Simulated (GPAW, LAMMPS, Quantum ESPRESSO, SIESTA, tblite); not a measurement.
## Finding the fault: GPAW, glassy 57SiO2-27Al2O3-16BaO (mol %) (149 atoms)

Program: GPAW 26.7.0, a calculation on a cell of 25 Si, 24 Al, 7 Ba and 93 O, 11.6 Å³ an atom.

run.py

```python
import numpy as np
from ase.io import read
from gpaw import GPAW, FermiDirac, Mixer

atoms = read("structure.xyz")
atoms.calc = GPAW(
    mode="lcao",
    basis="dzp",
    h=0.18,
    xc="PBE",
    kpts={"size": (1, 1, 1), "gamma": True},
    occupations=FermiDirac(0.05),
    mixer=Mixer(0.8, 1, 1),
    maxiter=60,
    symmetry={"point_group": False},
    txt="gpaw.txt",
)
energy = atoms.get_potential_energy(force_consistent=True)
forces = atoms.get_forces()
print(f"energy {energy:.6f} eV")
print("forces (eV/A)")
for i, (a, f) in enumerate(zip(atoms, forces)):
    print(f"{i:4d} {a.symbol:2s} {f[0]:10.5f} {f[1]:10.5f} {f[2]:10.5f}")
print(f"Fermi level {atoms.calc.get_fermi_level():.4f} eV")
for k in range(len(atoms.calc.get_ibz_k_points())):
    for s in range(atoms.calc.get_number_of_spins()):
        e = atoms.calc.get_eigenvalues(kpt=k, spin=s)
        n = np.searchsorted(e, atoms.calc.get_fermi_level())
        print(f"k {k} spin {s} levels about the Fermi level:", np.round(e[max(n - 6, 0):n], 4).tolist(), "|", np.round(e[n:n + 6], 4).tolist())
```

structure.xyz

```xyz
149
Lattice="12.00720 0.00000 0.00000 0.00000 12.00720 0.00000 0.00000 0.00000 12.00720" Properties=species:S:1:pos:R:3 pbc="T T T"
Si 2.75589 11.27596 8.33732
Si 6.21108 3.82910 10.54712
Si 5.35473 7.85427 5.00832
Si 2.06212 7.17274 6.70578
Si 3.69305 6.40536 10.79771
Si 8.67736 10.81813 4.38707
Si 1.47593 11.05803 0.27785
Si 8.56606 5.28473 4.88429
Si 11.17774 3.82970 0.76846
Si 9.01368 2.25111 4.66216
[... 135 atom lines left out ...]
O 3.80364 5.61277 1.80000
O 10.76926 5.34681 1.40412
O 9.36309 3.79235 4.75881
O 4.32860 8.75601 1.05759
```

Run with:

```console
$ OMP_NUM_THREADS=1 python run.py > output.txt
```

The log of the run:

```text
gpaw.KohnShamConvergenceError
```

gpaw.txt:

```text
Input parameters:
  mode=LCAO(),
  basis={'default': 'dzp'},
  h=0.18,
  kpts=MonkhorstPack(size=(1, 1, 1), gamma=True),
  maxiter=60,
  mixer=Pulay(name='pulay', nmaxold=1, beta=0.8, weight=1, sigma=0.015, g_ss=None),
  occupations=Occupations(name='fermi-dirac', width=0.05, fixmagmom=False),
  symmetry=Symmetry(point_group=False),
  xc=XC(name='PBE')
Unit cell  # Å
| periodic |         x |         y |         z |   lengths |    angles |
|----------|-----------|-----------|-----------|-----------|-----------|
|      yes | 12.007200 |  0.000000 |  0.000000 | 12.007200 | 90.000000 |
|      yes |  0.000000 | 12.007200 |  0.000000 | 12.007200 | 90.000000 |
|      yes |  0.000000 |  0.000000 | 12.007200 | 12.007200 | 90.000000 |
Number of symmetries: 1
Symmetry operations  # r_c * U_cc + t_c -> r_c
|   | kind |            matrix            |
|---|------|------------------------------|
| 0 |  E   |  1, 0, 0,  0, 1, 0,  0, 0, 1 |
BZ-sampling:
  Number of BZ points: 1
  Number of IBZ points: 1
  Monkhorst-Pack size: [1, 1, 1]
  Monkhorst-Pack shift: [0, 0, 0]
[... lines left out ...]
        l=1, rc=10.4219 Bohr: 3p-sz confined orbital
        l=0, rc=4.6094 Bohr: 3s-dz split-valence wave
        l=1, rc=6.2812 Bohr: 3p-dz split-valence wave
        l=2, rc=10.4219 Bohr: d-type Gaussian polarization
      Number of RI-basis functions 0
  Ba:
    name:    Barium
    Z:       56.0
    valence: 10
    core:    46
    LCAO basis set for Ba:
      Name: dzp
      Number of radial functions: 11
      Number of spherical harmonics: 29
        l=0, rc=4.8906 Bohr: 5s-sz confined orbital
        l=0, rc=12.3125 Bohr: 6s-sz confined orbital
        l=1, rc=5.8125 Bohr: 5p-sz confined orbital
        l=1, rc=15.7188 Bohr: 6p-sz confined orbital
        l=2, rc=10.7812 Bohr: 5d-sz confined orbital
        l=0, rc=2.6875 Bohr: 5s-dz split-valence wave
        l=0, rc=7.6562 Bohr: 6s-dz split-valence wave
        l=1, rc=3.3281 Bohr: 5p-dz split-valence wave
        l=1, rc=9.9688 Bohr: 6p-dz split-valence wave
        l=2, rc=6.4375 Bohr: 5d-dz split-valence wave
        l=1, rc=12.3125 Bohr: p-type Gaussian polarization
      Number of RI-basis functions 0
  O:
    name:    Oxygen
    Z:       8.0
    valence: 6
    core:    2
    LCAO basis set for O:
      Name: dzp
      Number of radial functions: 5
      Number of spherical harmonics: 13
        l=0, rc=4.3438 Bohr: 2s-sz confined orbital
        l=1, rc=5.3906 Bohr: 2p-sz confined orbital
        l=0, rc=2.2969 Bohr: 2s-dz split-valence wave
        l=1, rc=2.8906 Bohr: 2p-dz split-valence wave
        l=2, rc=5.3906 Bohr: d-type Gaussian polarization
      Number of RI-basis functions 0
Reference energy: -2094384.926196  # eV
eigensolver:
density mixing:
  Pulay-Mixer
  Linear mixing parameters: 0.8
  No metric
occupation numbers:
  Fermi-Dirac:
    width: 0.0500  # eV
FastPoissonSolver using
    Stencil: 6*3+1=19 point O(h^6) finite-difference Laplacian
xc functional:
  name: PBE with 2 nearest neighbor stencil
interpolation: tri-quintic # 5. degree polynomial
Initialization done in: 23.625 s
convergence criteria:
- Maximum [total energy] change in last 3 cyles: 0.0005 eV / valence electron
- Maximum integral of absolute [dens]ity change: 0.0001 electrons / valence electron
- Maximum integral of absolute [eigenst]ate change: 4e-08 eV^2 / valence electron
maximum number of iterations: 60
SCF iterations
|iter     |      energy | eigst |  dens |
|---------|-------------|-------|-------|
|iter:   1|-1131.383203 |      c|       |
|iter:   2|-1175.121198 |      c| -0.78 |
|iter:   3|-1305.264439 |      c| -0.77 |
|iter:   4|-1466.976074 |      c| -0.70 |
[...]
|iter:  59|-300893.166089 |      c| +0.22 |
|iter:  60|-309171.245964 |      c| +0.22 |
timing:  # [seconds]
  Total: 3572.940  # ━━━━━━━━━━━━━━━━━━━━━━━━━━━━━━━━━━━━━━━━━━━━━━━━━━━━━━━━
  Init:    23.624  # ╸
  SCF:   3549.258  # ━━━━━━━━━━━━━━━━━━━━━━━━━━━━━━━━━━━━━━━━━━━━━━━━━━━━━━━╸
```

Run time: 60 min. Hardware: 1 thread of Arm Neoverse V1, shared host; peak memory 2.8 GiB.

Banners, paths, timers and routine set-up lines are dropped from the logs unmarked, and long logs keep their key lines alone; longer cuts are marked.

Why should this run not be trusted?

Mixing far too strong: mixing weight 0.8.

The run ended unconverged.

[Also dropped from logs without a mark: logging warnings of Python, and SIESTA's first energy breakdown and zero terms.]

[Logs are printed without paths, hosts, clocks, repeated set-up lines and the standing remarks that a program may print on its own settings, such as how far it seeks lower states.]

[Hosts, paths, dates, database ids (printed as entryN), source tags and the programs' standing remarks are cut or masked in the printed files.]
